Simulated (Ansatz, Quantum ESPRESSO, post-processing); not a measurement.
# Al(111), 5 layers, one monolayer of H on top sites: vacuum level and surface dipole, part 5 of 6

How much energy does it take to lift an electron out of Al(111), 5 layers, one monolayer of H on top sites, and how far do the settings matter?

Quantum ESPRESSO 7.5; plane-wave DFT, PBE, GBRV ultrasoft pseudopotentials; geometry and cross-check by Ansatz 0.2.0 with PAW datasets.

So far. Step 8 (Ground state: open boundaries by the effective …): The upper level is 5.870 eV against 5.871 eV from the periodic run. Step 10 (Self-consistent run: LDA, PseudoDojo norm-conserving): The upper face goes from 5.870 eV (PBE, GBRV) to 5.907 eV, a change of +0.037 eV.

**11. Ground state: PBE, SG15 norm-conserving**

Level of this step: plane-wave DFT, PBE, SG15 norm-conserving pseudopotentials (Quantum ESPRESSO 7.5).

Input file sg15-pbe.in:

```
&control
  prefix = 'sg15-pbe'
  outdir = './out'
  pseudo_dir = './pseudo'
  calculation = 'scf'
  tprnfor = .true.
/
&system
  ibrav = 0
  nat = 6
  ntyp = 2
  ecutwfc = 60
  ecutrho = 240
  occupations = 'smearing'
  smearing = 'mv'
  degauss = 0.02
  assume_isolated = 'esm'
  esm_bc = 'bc1'
/
&electrons
  conv_thr = 1e-07
  mixing_beta = 0.4
  electron_maxstep = 120
  mixing_mode = 'local-TF'
/
ATOMIC_SPECIES
  Al  26.9815  Al_ONCV_PBE-1.2.upf
  H   1.0080  H_ONCV_PBE-1.2.upf
CELL_PARAMETERS angstrom
  2.86378246382125 0.00000000000000 0.00000000000000
  1.43189123191063 2.48010836458159 0.00000000000000
  0.00000000000000 0.00000000000000 28.35307436090000
ATOMIC_POSITIONS crystal
  Al  0.666666666667 0.666666666667 -0.191897009100
  Al  0.000000000000 0.000000000000 -0.109427342500
  Al  0.333333333333 0.333333333333 -0.026957675800
  Al  0.666666666667 0.666666666667 0.055658339766
  Al  0.000000000000 -0.000000000000 0.135300118888
  H   0.000000000000 -0.000000000000 0.191897009100
K_POINTS automatic
  12 12 1 0 0 0
```

The run is started by

```sh
OMP_NUM_THREADS=1 mpirun -n 2 pw.x -nk 2 -in sg15-pbe.in > sg15-pbe.out
```

The program printed:

```text
[banner, memory and clock lines left out]
Program PWSCF v.7.5 starts
[citation notice left out]

[...]
Message from routine setup:
[...]
bravais-lattice index     =            0
     lattice parameter (alat)  =       5.4118  a.u.
     unit-cell volume          =    1358.9624 (a.u.)^3
     number of atoms/cell      =            6
     number of atomic types    =            2
     number of electrons       =        56.00
     number of Kohn-Sham states=           34
     kinetic-energy cutoff     =      60.0000  Ry
     charge density cutoff     =     240.0000  Ry
     scf convergence threshold =      1.0E-07
     mixing beta               =       0.4000
     number of iterations used =            8  local-TF  mixing
     Exchange-correlation= PBE
                           (   1   4   3   4   0   0   0)

     Effective Screening Medium Method
     Boundary Conditions: Vacuum-Slab-Vacuum
     total charge in unit cell        =   0.0000
     grid points for fit at edges     =        4

[...]
PseudoPot. # 1 for Al read from file:
     ./pseudo/Al_ONCV_PBE-1.2.upf
     Pseudo is Norm-conserving, Zval = 11.0
     Generated using ONCVPSP code by D. R. Hamann
     Using radial grid of  602 points,  4 beta functions with:
                l(1) =   0
                l(2) =   0
                l(3) =   1
                l(4) =   1

     PseudoPot. # 2 for H  read from file:
     ./pseudo/H_ONCV_PBE-1.2.upf
     Pseudo is Norm-conserving, Zval =  1.0
     Generated using ONCVPSP code by D. R. Hamann
     Using radial grid of  602 points,  2 beta functions with:
                l(1) =   0
                l(2) =   0

     atomic species   valence    mass     pseudopotential
     Al               11.00    26.98150     Al( 1.00)
     H                 1.00     1.00800     H ( 1.00)

      6 Sym. Ops. (no inversion) found

[...]
number of k points=    19  Marzari-Vanderbilt smearing, width (Ry)=  0.0200
[...]
Dense  grid:    85531 G-vectors     FFT dimensions: (  27,  27, 270)

     Initial potential from superposition of free atoms

     starting charge      55.5902, renormalised to      56.0000

     negative rho (up, down):  1.947E-04 0.000E+00
     Starting wfcs are random

     per-process dynamical memory:   107.2 Mb

     Self-consistent Calculation

     iteration #  1     ecut=    60.00 Ry     beta= 0.40
     Davidson diagonalization with overlap
     ethr =  1.00E-02,  avg # of iterations = 34.6

     Threshold (ethr) on eigenvalues was too large:
     Diagonalizing with lowered threshold

     Davidson diagonalization with overlap
     c_bands:  1 eigenvalues not converged
     c_bands:  1 eigenvalues not converged
     c_bands:  1 eigenvalues not converged
     c_bands:  3 eigenvalues not converged
     ethr =  4.88E-04,  avg # of iterations = 17.2

     negative rho (up, down):  8.199E-07 0.000E+00

     total energy              =    -693.14201436 Ry
     estimated scf accuracy    <       0.23545612 Ry

     iteration #  2     ecut=    60.00 Ry     beta= 0.40
[...]
negative rho (up, down):  9.670E-05 0.000E+00

[...]
total energy              =    -693.08525127 Ry
     estimated scf accuracy    <       0.13343464 Ry

     iteration #  3     ecut=    60.00 Ry     beta= 0.40
[...]
c_bands:  1 eigenvalues not converged
     c_bands:  1 eigenvalues not converged
[...]
negative rho (up, down):  7.842E-06 0.000E+00

[...]
total energy              =    -693.12501820 Ry
     estimated scf accuracy    <       0.02989016 Ry

     iteration #  4     ecut=    60.00 Ry     beta= 0.40
[...]
c_bands:  2 eigenvalues not converged
     c_bands:  2 eigenvalues not converged
     c_bands:  4 eigenvalues not converged
     c_bands:  3 eigenvalues not converged
     c_bands:  1 eigenvalues not converged
[...]
total energy              =    -693.13667470 Ry
     estimated scf accuracy    <       0.00970970 Ry

     iteration #  5     ecut=    60.00 Ry     beta= 0.40
[...]
c_bands:  1 eigenvalues not converged
     c_bands:  2 eigenvalues not converged
     c_bands:  1 eigenvalues not converged
     c_bands:  1 eigenvalues not converged
     c_bands:  3 eigenvalues not converged
[...]
negative rho (up, down):  1.113E-05 0.000E+00

[...]
total energy              =    -693.13937833 Ry
     estimated scf accuracy    <       0.00235971 Ry

     iteration #  6     ecut=    60.00 Ry     beta= 0.40
[...]
c_bands:  1 eigenvalues not converged
     c_bands:  3 eigenvalues not converged
     c_bands:  2 eigenvalues not converged
     c_bands:  2 eigenvalues not converged
     c_bands:  1 eigenvalues not converged
     c_bands:  1 eigenvalues not converged
     c_bands:  2 eigenvalues not converged
     c_bands:  3 eigenvalues not converged
     c_bands:  3 eigenvalues not converged
[...]
negative rho (up, down):  8.308E-06 0.000E+00

[...]
total energy              =    -693.14057816 Ry
     estimated scf accuracy    <       0.00147394 Ry

[...]
iteration # 18     ecut=    60.00 Ry     beta= 0.40
[...]
negative rho (up, down):  6.768E-07 0.000E+00

[...]
total energy              =    -693.14063842 Ry
     estimated scf accuracy    <       0.00000214 Ry

     iteration # 19     ecut=    60.00 Ry     beta= 0.40
[...]
total energy              =    -693.14064067 Ry
     estimated scf accuracy    <       0.00000083 Ry

     iteration # 20     ecut=    60.00 Ry     beta= 0.40
[...]
negative rho (up, down):  1.010E-06 0.000E+00

[...]
total energy              =    -693.14063471 Ry
     estimated scf accuracy    <       0.00000086 Ry

     iteration # 21     ecut=    60.00 Ry     beta= 0.40
[...]
End of self-consistent calculation

          k = 0.0000 0.0000 0.0000 ( 10753 PWs)   bands (ev):

  -108.4705-108.3906-108.3808-108.3460-107.9039 -69.9819 -69.9222 -69.9222
   -69.8818 -69.8708 -69.8685 -69.8685 -69.8486 -69.8486 -69.8309 -69.8265
   -69.8265 -69.4728 -69.4728 -69.3119 -15.8125 -15.1690 -14.0586 -12.5743
   -10.9109  -9.0941  -6.8463  -4.4671  -2.1871  -0.8762  -0.0039   0.7914
     1.1498   2.4817

          k = 0.0000 0.0962 0.0000 ( 10755 PWs)   bands (ev):

  -108.4704-108.3905-108.3807-108.3459-107.9038 -69.9817 -69.9233 -69.9225
   -69.8816 -69.8710 -69.8694 -69.8688 -69.8497 -69.8489 -69.8308 -69.8276
   -69.8268 -69.4740 -69.4731 -69.3118 -15.6456 -15.0030 -13.8941 -12.4127
   -10.7545  -8.9451  -6.7011  -4.3266  -2.0427  -0.7178   0.1571   0.9374
     1.2991   2.5773

[...]
the Fermi energy is    -4.9677 ev

!    total energy              =    -693.14063187 Ry
     estimated scf accuracy    <       0.00000009 Ry
     smearing contrib. (-TS)   =       0.00099858 Ry
     internal energy E=F+TS    =    -693.14163045 Ry

     The total energy is F=E-TS. E is the sum of the following terms:
     one-electron contribution =   11028.31148781 Ry
     hartree contribution      =   -5585.00604924 Ry
     xc contribution           =     -78.83584382 Ry
     ewald contribution        =   -6057.61122520 Ry

     convergence has been achieved in  21 iterations

     Forces acting on atoms (cartesian axes, Ry/au):

     atom    1 type  1   force =     0.00000000    0.00000000   -0.00145958
     atom    2 type  1   force =     0.00000000    0.00000000    0.00383359
     atom    3 type  1   force =     0.00000000    0.00000000   -0.00259874
     atom    4 type  1   force =     0.00000000    0.00000000   -0.00045935
     atom    5 type  1   force =    -0.00000000   -0.00000000    0.00063440
     atom    6 type  2   force =    -0.00000000   -0.00000000    0.00007022

     Total force =     0.004919     Total SCF correction =     0.001824
     SCF correction compared to forces is large: reduce conv_thr to get better values

[...]
```

Run time: 2.2 min. Hardware: 2 MPI ranks of Intel Xeon 6975P-C (Granite Rapids), shared host; peak memory 0.37 GiB; 4.4 min of CPU time.

Numbers from this step:

```
free energy                                                    : -9430.6587 eV
Fermi energy                                                   : -4.968 eV
vacuum line at the lower end of the cell, over the Fermi level : 4.056 eV
vacuum line at the upper end of the cell, over the Fermi level : 5.880 eV
```

The potential energy, planar mean oscillates, so the rows of the table below give means over windows of 2.31 Å about each position, cut where the curve ends. Its maxima inside the range that stand out by 2 % of the span (Å: eV): -4.3: -0.467, -1.9: -0.445, 0.4: -0.435, 2.7: -0.863, 5.2: 2.32. Its minima: -5.5: -20.4, -3.1: -20.2, -0.7: -20.4, 1.6: -20.4, 3.9: -20.2, 5.5: 1.59.

Electrostatic potential energy of an electron; zero at the Fermi level. Potential energy, planar mean against z; means over each step:

```
 z (Å)  potential energy, planar mean (eV)
-13.03                                4.06
-10.71                                4.06
 -8.40                                3.96
 -6.09                               -6.18
 -3.78                               -7.83
 -1.47                               -7.81
  0.84                               -7.74
  3.15                               -8.15
  5.46                                2.05
  7.77                                5.86
 10.08                                5.88
 12.39                                5.88
```

The upper face goes from 5.870 eV (PBE, GBRV) to 5.880 eV, a change of +0.010 eV, a small one, from the pseudopotentials and their cutoffs.

**12. SCF with pw.x: no dipole correction**

What happens without any correction? The same slab is run as a plain periodic cell.

Level of this step: plane-wave DFT, PBE, GBRV ultrasoft pseudopotentials (Quantum ESPRESSO 7.5).

Input file nodip.in:

```
&control
  prefix = 'nodip'
  outdir = './out'
  pseudo_dir = './pseudo'
  calculation = 'scf'
  tprnfor = .true.
/
&system
  ibrav = 0
  nat = 6
  ntyp = 2
  ecutwfc = 40
  ecutrho = 200
  occupations = 'smearing'
  smearing = 'mv'
  degauss = 0.02
/
&electrons
  conv_thr = 1e-07
  mixing_beta = 0.4
  electron_maxstep = 120
  mixing_mode = 'local-TF'
/
ATOMIC_SPECIES
  Al  26.9815  al_pbe_v1.uspp.F.UPF
  H   1.0080  h_pbe_v1.4.uspp.F.UPF
CELL_PARAMETERS angstrom
  2.86378246382125 0.00000000000000 0.00000000000000
  1.43189123191063 2.48010836458159 0.00000000000000
  0.00000000000000 0.00000000000000 28.35307436090000
ATOMIC_POSITIONS crystal
  Al  0.666666666667 0.666666666667 0.292737214100
  Al  0.000000000000 0.000000000000 0.375206880700
  Al  0.333333333333 0.333333333333 0.457676547400
  Al  0.666666666667 0.666666666667 0.540292562966
  Al  0.000000000000 -0.000000000000 0.619934342088
  H   0.000000000000 -0.000000000000 0.676531232300
K_POINTS automatic
  12 12 1 0 0 0
```

The run is started by

```sh
OMP_NUM_THREADS=1 mpirun -n 2 pw.x -nk 2 -in nodip.in > nodip.out
```

The program printed:

```text
[banner, memory and clock lines left out]
Program PWSCF v.7.5 starts
[citation notice left out]

[...]
Message from routine setup:
[...]
bravais-lattice index     =            0
     lattice parameter (alat)  =       5.4118  a.u.
     unit-cell volume          =    1358.9624 (a.u.)^3
     number of atoms/cell      =            6
     number of atomic types    =            2
     number of electrons       =        16.00
     number of Kohn-Sham states=           12
     kinetic-energy cutoff     =      40.0000  Ry
     charge density cutoff     =     200.0000  Ry
     scf convergence threshold =      1.0E-07
     mixing beta               =       0.4000
     number of iterations used =            8  local-TF  mixing
     Exchange-correlation=  SLA  PW   PBX  PBC
                           (   1   4   3   4   0   0   0)

[...]
PseudoPot. # 1 for Al read from file:
     ./pseudo/al_pbe_v1.uspp.F.UPF
     Pseudo is Ultrasoft + core correction, Zval =  3.0
     Generated by new atomic code, or converted to UPF format
     Using radial grid of  893 points,  3 beta functions with:
                l(1) =   0
                l(2) =   1
                l(3) =   2
     Q(r) pseudized with  8 coefficients,  rinner =    0.900   0.900   0.900
                                                       0.900   0.900

     PseudoPot. # 2 for H  read from file:
     ./pseudo/h_pbe_v1.4.uspp.F.UPF
     Pseudo is Ultrasoft, Zval =  1.0
     Generated by new atomic code, or converted to UPF format
     Using radial grid of  615 points,  2 beta functions with:
                l(1) =   0
                l(2) =   0
     Q(r) pseudized with  8 coefficients,  rinner =    0.700

     atomic species   valence    mass     pseudopotential
     Al                3.00    26.98150     Al( 1.00)
     H                 1.00     1.00800     H ( 1.00)

      6 Sym. Ops. (no inversion) found

[...]
number of k points=    19  Marzari-Vanderbilt smearing, width (Ry)=  0.0200
[...]
Dense  grid:    64777 G-vectors     FFT dimensions: (  25,  25, 243)

     Smooth grid:    46307 G-vectors     FFT dimensions: (  24,  24, 216)

     Initial potential from superposition of free atoms

     starting charge      15.9877, renormalised to      16.0000

     negative rho (up, down):  1.924E-04 0.000E+00
     Starting wfcs are   21 randomized atomic wfcs

     per-process dynamical memory:    52.4 Mb

     Self-consistent Calculation

     iteration #  1     ecut=    40.00 Ry     beta= 0.40
     Davidson diagonalization with overlap
     ethr =  1.00E-02,  avg # of iterations =  3.8

     negative rho (up, down):  9.814E-06 0.000E+00

     total energy              =     -34.64517766 Ry
     estimated scf accuracy    <       0.47742169 Ry

     iteration #  2     ecut=    40.00 Ry     beta= 0.40
[...]
negative rho (up, down):  2.887E-08 0.000E+00

[...]
total energy              =     -34.61509755 Ry
     estimated scf accuracy    <       0.23676244 Ry

     iteration #  3     ecut=    40.00 Ry     beta= 0.40
[...]
total energy              =     -34.62645443 Ry
     estimated scf accuracy    <       0.01924859 Ry

     iteration #  4     ecut=    40.00 Ry     beta= 0.40
[...]
negative rho (up, down):  3.027E-05 0.000E+00

[...]
total energy              =     -34.62632371 Ry
     estimated scf accuracy    <       0.01402786 Ry

     iteration #  5     ecut=    40.00 Ry     beta= 0.40
[...]
negative rho (up, down):  1.933E-06 0.000E+00

[...]
total energy              =     -34.62647398 Ry
     estimated scf accuracy    <       0.00330280 Ry

     iteration #  6     ecut=    40.00 Ry     beta= 0.40
[...]
total energy              =     -34.62600041 Ry
     estimated scf accuracy    <       0.00196418 Ry

[...]
iteration # 14     ecut=    40.00 Ry     beta= 0.40
[...]
negative rho (up, down):  3.128E-04 0.000E+00

[...]
total energy              =     -34.62596400 Ry
     estimated scf accuracy    <       0.00000138 Ry

     iteration # 15     ecut=    40.00 Ry     beta= 0.40
[...]
negative rho (up, down):  2.919E-04 0.000E+00

[...]
total energy              =     -34.62596397 Ry
     estimated scf accuracy    <       0.00000043 Ry

     iteration # 16     ecut=    40.00 Ry     beta= 0.40
[...]
negative rho (up, down):  2.863E-04 0.000E+00

[...]
total energy              =     -34.62596408 Ry
     estimated scf accuracy    <       0.00000012 Ry

     iteration # 17     ecut=    40.00 Ry     beta= 0.40
[...]
negative rho (up, down):  2.755E-04 0.000E+00

[...]
End of self-consistent calculation

          k = 0.0000 0.0000 0.0000 (  5891 PWs)   bands (ev):

   -10.4842  -9.8411  -8.7271  -7.2360  -5.5671  -3.7526  -1.4908   0.8960
     3.2099   4.6675   5.2260   6.0061

          k = 0.0000 0.0962 0.0000 (  5911 PWs)   bands (ev):

   -10.3173  -9.6749  -8.5624  -7.0742  -5.4108  -3.6027  -1.3456   1.0364
     3.3533   4.8256   5.3909   6.1546

[...]
the Fermi energy is     0.3862 ev

!    total energy              =     -34.62596406 Ry
     estimated scf accuracy    <       0.00000002 Ry
     smearing contrib. (-TS)   =       0.00097485 Ry
     internal energy E=F+TS    =     -34.62693891 Ry

     The total energy is F=E-TS. E is the sum of the following terms:
     one-electron contribution =    -345.25202732 Ry
     hartree contribution      =     176.33370346 Ry
     xc contribution           =     -22.03289918 Ry
     ewald contribution        =     156.32428413 Ry

     convergence has been achieved in  17 iterations

     negative rho (up, down):  2.755E-04 0.000E+00

     Forces acting on atoms (cartesian axes, Ry/au):

     atom    1 type  1   force =     0.00000000    0.00000000   -0.00140009
     atom    2 type  1   force =     0.00000000    0.00000000    0.00389821
     atom    3 type  1   force =     0.00000000    0.00000000   -0.00266225
     atom    4 type  1   force =    -0.00000000   -0.00000000   -0.00022714
     atom    5 type  1   force =     0.00000000    0.00000000    0.00043167
     atom    6 type  2   force =     0.00000000    0.00000000   -0.00004040

     Total force =     0.004948     Total SCF correction =     0.000187

[...]
```

It took 16 s on 2 MPI ranks; peak memory 0.26 GiB.

**13. Potential by pp.x**

Input file nodip.pot.in:

```
&inputpp
  prefix = 'nodip'
  outdir = './out'
  filplot = 'nodip.pot.dat'
  plot_num = 11
/
```

The run is started by

```sh
OMP_NUM_THREADS=1 mpirun -n 2 pp.x -in nodip.pot.in > nodip.pot.out
```

Run time: 0.99 s. Hardware: 2 MPI ranks; peak memory 0.1 GiB.

The potential energy, planar mean oscillates, so the rows of the table below give means over windows of 2.33 Å about each position, cut where the curve ends. Its maxima inside the range that stand out by 2 % of the span (Å: eV): 9.5: -0.433, 11.8: -0.398, 14.1: -0.439, 16.5: -0.850, 20.8: 5.69. Its minima: 8.3: -14.1, 10.6: -14.2, 13.0: -14.2, 15.3: -14.1, 17.6: -14.2.

Electrostatic potential energy of an electron; zero at the Fermi level. The potential energy, planar mean by z; means over each step:

```csv
z (Å),"potential energy, planar mean (eV)"
1.17,4.71
3.50,4.43
5.83,3.84
8.16,-6.40
10.48,-6.70
12.82,-6.74
15.14,-6.74
17.48,-6.50
19.80,4.22
22.13,5.56
24.46,5.30
26.80,5.02
```

The vacuum now slopes by 117 meV/Å: the images' field stands in it, and it also polarises the slab.

**14. All levels side by side**

All levels:

| level | upper face (eV) | lower face (eV) | dipole (e Å) | CPU time (s) |
| --- | --- | --- | --- | --- |
| QE PBE GBRV, sawtooth | 5.871 | 4.071 | -0.07064 | 106.2 |
| QE PBE GBRV, ESM bc1 | 5.87 | 4.08 | - | 68.31 |
| QE LDA PseudoDojo norm-conserving, ESM bc1 | 5.907 | 4.233 | - | 218.8 |
| QE PBE SG15 norm-conserving, ESM bc1 | 5.88 | 4.056 | - | 262.3 |
| QE PBE GBRV, periodic uncorrected (sloping vacuum, so no single level) | 5.224 | 4.543 | - | 32.15 |
| Ansatz PBE PAW, sawtooth (time of the whole relaxation) | 5.853 | 4.043 | -0.07103 | 10.04 |

The times are CPU seconds on a shared host; the codes use unlike cutoffs, datasets and smearings, so their times compare unlike work.

(Part 5 of 6 ends here.)

[Logs are printed without paths, hosts, clocks, repeated set-up lines and the standing remarks that a program may print on its own settings, such as how far it seeks lower states.]

[Hosts, paths, dates, database ids (printed as entryN), source tags and the programs' standing remarks are cut or masked in the printed files.]

[Maps of the electrostatic potential energy from Ansatz leave out the sawtooth potential of an applied field or a dipole correction, so their vacuum need not be flat; planar profiles and work functions include it.]
